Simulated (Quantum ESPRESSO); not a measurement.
# Magnetic state of Ti2FeS4 (Heideite) from several starts, part 2 of 2

Wanted: the moments of Ti2FeS4 (Heideite) and the energy of each order that was tried.

Quantum ESPRESSO 7.5; LDA with U = 4.5 eV on Fe d and U = 3 eV on Ti d (ortho-atomic projectors); plane waves with GBRV 1.5 LDA potentials, no spin-orbit coupling.

So far, absolute magnetization (μB): step 2 (run 1, typed as ferro +++) 6.07.

The database entry behind the starting cell has ideal inner coordinates that were not refined, so it need not match the best structure at ambient conditions.

## (3) Run 2, typed as ferri ++−

pw.in

```
&CONTROL
  calculation = 'scf'
  prefix = 'pwscf'
  outdir = './tmp'
  pseudo_dir = './pseudo'
  disk_io = 'nowf'
/
&SYSTEM
  ibrav = 0
  celldm(1) = 8
  nat = 7
  ntyp = 3
  ecutwfc = 40
  ecutrho = 280
  nbnd = 44
  occupations = 'smearing'
  smearing = 'fd'
  degauss = 0.00367493
  nspin = 2
  starting_magnetization(1) = 0.0833
  starting_magnetization(2) = -0.25
  starting_magnetization(3) = 0
/
&ELECTRONS
  conv_thr = 1.4d-08
  electron_maxstep = 150
  mixing_beta = 0.3
/
ATOMIC_SPECIES
Ti     47.8670 ti_lda_v1.4.uspp.F.UPF
Fe     55.8450 fe_lda_v1.5.uspp.F.UPF
S      32.0600 s_lda_v1.4.uspp.F.UPF
CELL_PARAMETERS alat
   1.5755106154370   -0.4059367931462    0.0000000000000
   1.5755106154370    0.4059367931462    0.0000000000000
  -0.6253371129641    0.0000000000000    1.2594962122191
ATOMIC_POSITIONS crystal
Ti      0.2500000000    0.2500000000    0.2500000000
Ti      0.7500000000    0.7500000000    0.7500000000
Fe      0.0000000000    0.0000000000    0.0000000000
S       0.3750000000    0.3750000000    0.0416700000
S       0.6250000000    0.6250000000    0.9583300000
S       0.8750000000    0.8750000000    0.5416700000
S       0.1250000000    0.1250000000    0.4583300000
K_POINTS automatic
6 6 6 0 0 0
HUBBARD {ortho-atomic}
U Ti-3d 3.0000
U Fe-3d 4.5000
```

Launch:

```sh
> OMP_NUM_THREADS=1 mpirun -n 8 pw.x -nk 8 -in pw.in > pw.out
```

Output:

```text
[banner, memory and clock lines left out]
Program PWSCF v.7.5 starts

     Message from routine setup:
     using ibrav=0 with symmetry is DISCOURAGED, use correct ibrav instead

     bravais-lattice index     =            0
     lattice parameter (alat)  =       8.0000  a.u.
     unit-cell volume          =     824.8530 (a.u.)^3
     number of atoms/cell      =            7
     number of atomic types    =            3
     number of electrons       =        64.00
     number of Kohn-Sham states=           44
     kinetic-energy cutoff     =      40.0000  Ry
     charge density cutoff     =     280.0000  Ry
     scf convergence threshold =      1.4E-08
     mixing beta               =       0.3000
     number of iterations used =            8  plain     mixing
     Exchange-correlation=  SLA  PZ   NOGX NOGC
                           (   1   1   0   0   0   0   0)
     Hubbard projectors: ortho-atomic
     Hubbard parameters of DFT+U (Dudarev formulation) in eV:
     U(Ti-3d) =  3.0000
     U(Fe-3d) =  4.5000

     Internal variables: lda_plus_u =T, lda_plus_u_kind = 0

     Internal variables: orbital_resolved =F, hub_pot_fix =F, apply_U = F

     celldm(1)=   8.000000  celldm(2)=   0.000000  celldm(3)=   0.000000
     celldm(4)=   0.000000  celldm(5)=   0.000000  celldm(6)=   0.000000

     crystal axes: (cart. coord. in units of alat)
               a(1) = (   1.575511  -0.405937   0.000000 )
               a(2) = (   1.575511   0.405937   0.000000 )
               a(3) = (  -0.625337   0.000000   1.259496 )

     reciprocal axes: (cart. coord. in units 2 pi/alat)
               b(1) = (  0.317357 -1.231719  0.157567 )
               b(2) = (  0.317357  1.231719  0.157567 )
               b(3) = ( -0.000000  0.000000  0.793968 )

     PseudoPot. # 1 for Ti read from file:
     ti_lda_v1.4.uspp.F.UPF
     Pseudo is Ultrasoft + core correction, Zval = 12.0

     PseudoPot. # 2 for Fe read from file:
     fe_lda_v1.5.uspp.F.UPF
     Pseudo is Ultrasoft + core correction, Zval = 16.0

     PseudoPot. # 3 for S  read from file:
     s_lda_v1.4.uspp.F.UPF
     Pseudo is Ultrasoft + core correction, Zval =  6.0

     atomic species   valence    mass     pseudopotential
     Ti               12.00    47.86700     Ti( 1.00)
     Fe               16.00    55.84500     Fe( 1.00)
     S                 6.00    32.06000     S ( 1.00)

     Starting magnetic structure
     atomic species   magnetization
     Ti              0.083
     Fe             -0.250
     S               0.000

      4 Sym. Ops., with inversion, found

   Cartesian axes

     site n.     atom                  positions (alat units)
         1        Ti     tau(   1) = (   0.6314210   0.0000000   0.3148741  )
         2        Ti     tau(   2) = (   1.8942631   0.0000000   0.9446222  )
         3        Fe     tau(   3) = (   0.0000000   0.0000000   0.0000000  )
         4        S      tau(   4) = (   1.1555752   0.0000000   0.0524832  )
         5        S      tau(   5) = (   1.3701090  -0.0000000   1.2070130  )
         6        S      tau(   6) = (   2.4184172   0.0000000   0.6822313  )
         7        S      tau(   7) = (   0.1072669   0.0000000   0.5772649  )

     number of k points=    68  Fermi-Dirac smearing, width (Ry)=  0.0037
                       cart. coord. in units 2pi/alat
        k(    1) = (   0.0000000   0.0000000   0.0000000), wk =   0.0046296
        k(    2) = (   0.0000000   0.0000000   0.1323280), wk =   0.0092593
        k(    3) = (   0.0000000   0.0000000   0.2646561), wk =   0.0092593
        k(    4) = (   0.0000000   0.0000000  -0.3969841), wk =   0.0046296
        k(    5) = (   0.0528929   0.2052865   0.0262612), wk =   0.0185185
        [... 63 further k-points ...]

     Dense  grid:    65303 G-vectors     FFT dimensions: (  72,  72,  60)

     Smooth grid:    28193 G-vectors     FFT dimensions: (  54,  54,  45)

     Check: negative core charge=   -0.000014
     Generating pointlists ...
     new r_m :   0.2418 (alat units)  1.9343 (a.u.) for type    1
     new r_m :   0.2419 (alat units)  1.9352 (a.u.) for type    2
     new r_m :   0.2418 (alat units)  1.9343 (a.u.) for type    3

     Initial potential from superposition of free atoms

     starting charge      60.9998, renormalised to      64.0000

     negative rho (up, down):  1.191E-03 1.006E-03

     STARTING HUBBARD OCCUPATIONS:

     =================== HUBBARD OCCUPATIONS ===================
     ------------------------ ATOM    1 ------------------------
     Tr[ns(  1)] (up, down, total) =   1.00000  0.00000  1.00000
     Atomic magnetic moment for atom   1 =   1.00000
     [... lines left out ...]
     ------------------------ ATOM    2 ------------------------
     Tr[ns(  2)] (up, down, total) =   1.00000  0.00000  1.00000
     Atomic magnetic moment for atom   2 =   1.00000
     [... lines left out ...]
     ------------------------ ATOM    3 ------------------------
     Tr[ns(  3)] (up, down, total) =   0.00000  5.00000  5.00000
     Atomic magnetic moment for atom   3 =  -5.00000
     [... lines left out ...]
     Number of occupied Hubbard levels =    7.0000

     Atomic wfc used for Hubbard projectors are orthogonalized

     Starting wfcs are   49 randomized atomic wfcs

     Self-consistent Calculation

     iteration #  1     ecut=    40.00 Ry     beta= 0.30
     Davidson diagonalization with overlap
     ethr =  1.00E-02,  avg # of iterations =  4.1

     =================== HUBBARD OCCUPATIONS ===================
     ------------------------ ATOM    1 ------------------------
     Tr[ns(  1)] (up, down, total) =   1.69443  0.79138  2.48581
     Atomic magnetic moment for atom   1 =   0.90306
     [... lines left out ...]
     ------------------------ ATOM    2 ------------------------
     Tr[ns(  2)] (up, down, total) =   1.69443  0.79138  2.48581
     Atomic magnetic moment for atom   2 =   0.90306
     [... lines left out ...]
     ------------------------ ATOM    3 ------------------------
     Tr[ns(  3)] (up, down, total) =   0.19209  4.68740  4.87949
     Atomic magnetic moment for atom   3 =  -4.49531
     [... lines left out ...]
     Number of occupied Hubbard levels =    9.8511

     negative rho (up, down):  9.032E-04 1.110E-03

     total energy              =    -584.40726432 Ry
     estimated scf accuracy    <       2.67186431 Ry

     total magnetization       =    -2.81 Bohr mag/cell
     absolute magnetization    =     6.44 Bohr mag/cell

     iteration #  2     ecut=    40.00 Ry     beta= 0.30
     Davidson diagonalization with overlap
     ethr =  4.17E-03,  avg # of iterations =  3.2

     negative rho (up, down):  9.478E-04 1.153E-03

     total energy              =    -584.15934087 Ry
     estimated scf accuracy    <      11.92106443 Ry

     total magnetization       =    -1.09 Bohr mag/cell
     absolute magnetization    =     1.72 Bohr mag/cell

     [... further iterations left out ...]

     iteration #101     ecut=    40.00 Ry     beta= 0.30
     Davidson diagonalization with overlap
     ethr =  2.77E-11,  avg # of iterations =  1.4

     negative rho (up, down):  2.553E-04 1.277E-03

     total energy              =    -585.17018518 Ry
     estimated scf accuracy    <       0.00000002 Ry

     total magnetization       =    -2.02 Bohr mag/cell
     absolute magnetization    =     5.18 Bohr mag/cell

     iteration #102     ecut=    40.00 Ry     beta= 0.30
     Davidson diagonalization with overlap
     ethr =  2.38E-11,  avg # of iterations =  3.3

     negative rho (up, down):  2.553E-04 1.277E-03

     Magnetic moment per site  (integrated on atomic sphere of radius R)
     atom   1 (R=0.242)  charge=  9.6999  magn=  0.5888
     atom   2 (R=0.242)  charge=  9.6999  magn=  0.5888
     atom   3 (R=0.242)  charge= 14.2425  magn= -3.2204
     atom   4 (R=0.242)  charge=  4.3790  magn= -0.0567
     atom   5 (R=0.242)  charge=  4.3790  magn= -0.0567
     atom   6 (R=0.242)  charge=  4.3357  magn= -0.0572
     atom   7 (R=0.242)  charge=  4.3357  magn= -0.0572

     End of self-consistent calculation

     =================== HUBBARD OCCUPATIONS ===================
     ------------------------ ATOM    1 ------------------------
     Tr[ns(  1)] (up, down, total) =   1.55952  0.77547  2.33499
     Atomic magnetic moment for atom   1 =   0.78405
     [... lines left out ...]
     ------------------------ ATOM    2 ------------------------
     Tr[ns(  2)] (up, down, total) =   1.55952  0.77547  2.33499
     Atomic magnetic moment for atom   2 =   0.78405
     [... lines left out ...]
     ------------------------ ATOM    3 ------------------------
     Tr[ns(  3)] (up, down, total) =   1.52221  4.86677  6.38899
     Atomic magnetic moment for atom   3 =  -3.34456
     [... lines left out ...]
     Number of occupied Hubbard levels =   11.0590

     Number of k-points >= 100: set verbosity='high' to print the bands.

     the Fermi energy is     9.8974 ev

!    total energy              =    -585.17018524 Ry
     estimated scf accuracy    <       0.00000001 Ry
     smearing contrib. (-TS)   =      -0.00218191 Ry
     internal energy E=F+TS    =    -585.16800333 Ry

     The total energy is F=E-TS. E is the sum of the following terms:
     one-electron contribution =    -319.67832142 Ry
     hartree contribution      =     182.86787619 Ry
     xc contribution           =     -98.35932288 Ry
     ewald contribution        =    -350.50084640 Ry
     Hubbard energy            =       0.50261118 Ry

     total magnetization       =    -2.02 Bohr mag/cell
     absolute magnetization    =     5.18 Bohr mag/cell

     convergence has been achieved in 102 iterations
```

The job ended after 3.7 min (8 MPI ranks of AMD EPYC 9R45 (Zen 5), shared host; peak memory 1.6 GiB; 30 min of CPU time).

Spin moment in the atom's sphere by atom:

```csv
atom,spin moment in the atom's sphere (μB)
Ti1,0.59
Ti2,0.59
Fe3,-3.22
S4,-0.06
S5,-0.06
S6,-0.06
S7,-0.06
```

This step gave:

```
smearing term TS       : 0.02969 eV
magnetization          : -2.016 μB
absolute magnetization : 5.175 μB
final state            : ferrimagnetic
```

Spin density in the ac plane of the conventional cell at fractional y = 0.000, with atoms of Ti and Fe and S within 0.2 Å of it.

Ten even steps from '0' (-6.3 e/Å³) to '9' (0.5 e/Å³), each cell a mean:
```
38999999999999999999999999999999999983
89999999999999999999999999999999999987
99999999999999999999999999999999999988
99999999999999999999999999999999999999
99999999999999999999999999999999999999
99999999999999999999999999999999999999
99999999999999999999999999999999999999
99999999999999999999999999999999999999
99999999999999999999999999999999999999
99999999999999999999999999999999999999
99999999999999999999999999999999999999
99999999999999999999999999999999999999
99999999999999999999999999999999999999
88999999999999999999999999999999999999
57899999999999999999999999999999999998
06899999999999999999999999999999999984
```
Columns run along a (13.3 Å), rows up along c (6.0 Å), edges of the conventional cell, whose origin can differ from the input's. Atoms in or near the plane, at fractional coordinates: Ti at (0.25, 0.25), Ti at (0.75, 0.75), Fe at (0.00, 0.00), S at (0.38, 0.04), S at (0.63, 0.96), S at (0.88, 0.54), S at (0.12, 0.46).

Valence density in the ac plane of the conventional cell at fractional y = 0.000, with atoms of Ti and Fe and S within 0.2 Å of it. It is the smooth field of the valence electrons, not physical close to the nuclei.

Ten steps, logarithmic in the rise over the least value, from '0' (0 e/Å³) to '9' (22 e/Å³), each cell a mean:
```
96210000001233332101133333311111111379
52100000001233221001233333223432111356
11000000001121100001133332246763111222
00000000001110000000122211376762112211
00000111110000000000001111477742223321
00001222110000000000000001466422333321
00123333210000000000000001222123333321
00233333210000000000000001111123333310
01333333211111000000000000000123333200
02333332234321000000000000000123322100
02333322467621000000000000000112110000
11222213767621111100000000000111000000
11211114777422232210000011111000000000
34311114664223333210001122211000000012
88421112221233333210012333321000000126
99411111111233333210123333321000011259
```
Columns run along a (13.3 Å), rows up along c (6.0 Å), edges of the conventional cell, whose origin can differ from the input's. Atoms in or near the plane, at fractional coordinates: Ti at (0.25, 0.25), Ti at (0.75, 0.75), Fe at (0.00, 0.00), S at (0.38, 0.04), S at (0.63, 0.96), S at (0.88, 0.54), S at (0.12, 0.46).

## (4) Start 3: ferri +−+

pw.in: that of step 3 with these lines changed.

```diff
@@ -11,6 +11,6 @@
   nat = 7
-  ntyp = 3
+  ntyp = 4
   ecutwfc = 40
   ecutrho = 280
-  nbnd = 44
+  nbnd = 45
   occupations = 'smearing'
@@ -20,4 +20,5 @@
   starting_magnetization(1) = 0.0833
-  starting_magnetization(2) = -0.25
-  starting_magnetization(3) = 0
+  starting_magnetization(2) = -0.0833
+  starting_magnetization(3) = 0.25
+  starting_magnetization(4) = 0
 /
@@ -29,3 +30,4 @@
 ATOMIC_SPECIES
-Ti     47.8670 ti_lda_v1.4.uspp.F.UPF
+Ti1    47.8670 ti_lda_v1.4.uspp.F.UPF
+Ti2    47.8670 ti_lda_v1.4.uspp.F.UPF
 Fe     55.8450 fe_lda_v1.5.uspp.F.UPF
@@ -37,4 +39,4 @@
 ATOMIC_POSITIONS crystal
-Ti      0.2500000000    0.2500000000    0.2500000000
-Ti      0.7500000000    0.7500000000    0.7500000000
+Ti1     0.2500000000    0.2500000000    0.2500000000
+Ti2     0.7500000000    0.7500000000    0.7500000000
 Fe      0.0000000000    0.0000000000    0.0000000000
@@ -47,3 +49,4 @@
 HUBBARD {ortho-atomic}
-U Ti-3d 3.0000
+U Ti1-3d 3.0000
+U Ti2-3d 3.0000
 U Fe-3d 4.5000
```

Output:

```text
     [... lines left out ...]
Program PWSCF v.7.5 starts
     [... lines left out ...]
     number of atoms/cell      =            7
     [... lines left out ...]
     number of electrons       =        64.00
     number of Kohn-Sham states=           45
     kinetic-energy cutoff     =      40.0000  Ry
     charge density cutoff     =     280.0000  Ry
     scf convergence threshold =      1.4E-08
     [... lines left out ...]
      2 Sym. Ops. (no inversion) found
     [... lines left out ...]
     number of k points=    68  Fermi-Dirac smearing, width (Ry)=  0.0037
     [... lines left out ...]
     iteration #108     ecut=    40.00 Ry     beta= 0.30
     [... lines left out ...]
     Magnetic moment per site  (integrated on atomic sphere of radius R)
     atom   1 (R=0.242)  charge=  9.6929  magn=  0.3200
     atom   2 (R=0.242)  charge=  9.6920  magn= -0.4186
     atom   3 (R=0.242)  charge= 14.2576  magn=  3.1684
     atom   4 (R=0.242)  charge=  4.3794  magn=  0.0265
     atom   5 (R=0.242)  charge=  4.3774  magn=  0.0242
     atom   6 (R=0.242)  charge=  4.3327  magn=  0.0164
     atom   7 (R=0.242)  charge=  4.3339  magn=  0.0274
     [... lines left out ...]
     Tr[ns(  1)] (up, down, total) =   1.36296  0.96666  2.32962
     [... lines left out ...]
     Tr[ns(  2)] (up, down, total) =   0.88977  1.44160  2.33136
     [... lines left out ...]
     Tr[ns(  3)] (up, down, total) =   4.85176  1.55945  6.41120
     [... lines left out ...]
     the Fermi energy is     9.9565 ev
!    total energy              =    -585.16487393 Ry
     estimated scf accuracy    <          8.3E-09 Ry
     smearing contrib. (-TS)   =      -0.00344713 Ry
     [... lines left out ...]
     total magnetization       =     3.25 Bohr mag/cell
     absolute magnetization    =     4.45 Bohr mag/cell
     convergence has been achieved in 108 iterations
```

It took 4.1 min on 8 MPI ranks; peak memory 1.6 GiB.

Spin moment in the atom's sphere by atom:

```
atom  spin moment in the atom's sphere (μB)
 Ti1                                   0.32
 Ti2                                  -0.42
 Fe3                                   3.17
  S4                                   0.03
  S5                                   0.02
  S6                                   0.02
  S7                                   0.03
```

Read from the output:

| Item | Value |
| --- | --- |
| smearing term TS | 0.04690 eV |
| magnetization | 3.253 μB |
| absolute magnetization | 4.447 μB |
| final state | ferrimagnetic |

## (5) Ranking

An order is kept where moments of 0.15 μB or more survive with the typed signs; meshes match where a doubled cell samples the same k points as the first cell.

Ferrimagnetic means that a moment over 0.15 μB on a transition or rare-earth metal, induced ones included, opposes the net moment. Orders:

| start | final state | typed order kept | energy over the lowest (meV a seeded atom) | largest site moment (μB) | net moment (μB a cell of the first run) | mesh matched | CPU time (s) |
| --- | --- | --- | --- | --- | --- | --- | --- |
| ferro +++ | ferromagnetic | yes | 0 | 3.488 | 5.949 | yes | 906.7 |
| ferri ++- | ferrimagnetic | yes | 44.28 | 3.22 | 2.016 | yes | 1789 |
| ferri +-+ | ferrimagnetic | yes | 68.36 | 3.168 | 3.253 | yes | 1975 |

## (6) Fillings of the first corrected shells

```
    start  type  spin             occupation numbers
ferro +++    Ti    up  0.195 0.258 0.264 0.492 0.510
ferro +++    Ti  down  0.064 0.068 0.081 0.213 0.220
ferro +++    Ti    up  0.195 0.258 0.264 0.492 0.510
ferro +++    Ti  down  0.064 0.068 0.081 0.213 0.220
ferri ++-    Ti    up  0.247 0.254 0.261 0.381 0.417
ferri ++-    Ti  down  0.081 0.087 0.090 0.258 0.260
ferri ++-    Ti    up  0.247 0.254 0.261 0.381 0.417
ferri ++-    Ti  down  0.081 0.087 0.090 0.258 0.260
ferri +-+   Ti1    up  0.143 0.160 0.289 0.290 0.481
ferri +-+   Ti1  down  0.097 0.157 0.188 0.258 0.267
ferri +-+   Ti2    up  0.098 0.123 0.127 0.270 0.272
ferri +-+   Ti2  down  0.207 0.254 0.262 0.343 0.375
```

## (7) Results

| Item | Value |
| --- | --- |
| moments, largest by run | 3.49, 3.22, 3.17 μB |
| spread of the energies of the runs with moments | 68.4 meV a seeded atom |

Under a U these runs seem to end in unlike orbital states: the fillings of their corrected shells differ, or their energies lie too far apart for exchange alone. The differences are then no exchange energies, and the ranking says little of the magnetic order. Seeding all runs from one set of occupation matrices is the usual remedy.

[Logs and program files are shortened in this print: banners, set-up blocks, solver, clock and traceback lines can be left out without a mark of their own.]

[Logs are printed without paths, hosts, clocks, repeated set-up lines and the standing remarks that a program may print on its own settings, such as how far it seeks lower states.]

[Hosts, paths, dates, database ids (printed as entryN), source tags and the programs' standing remarks are cut or masked in the printed files.]

[Where a cell is said to come from a database of computed structures, the database is the Materials Project.]
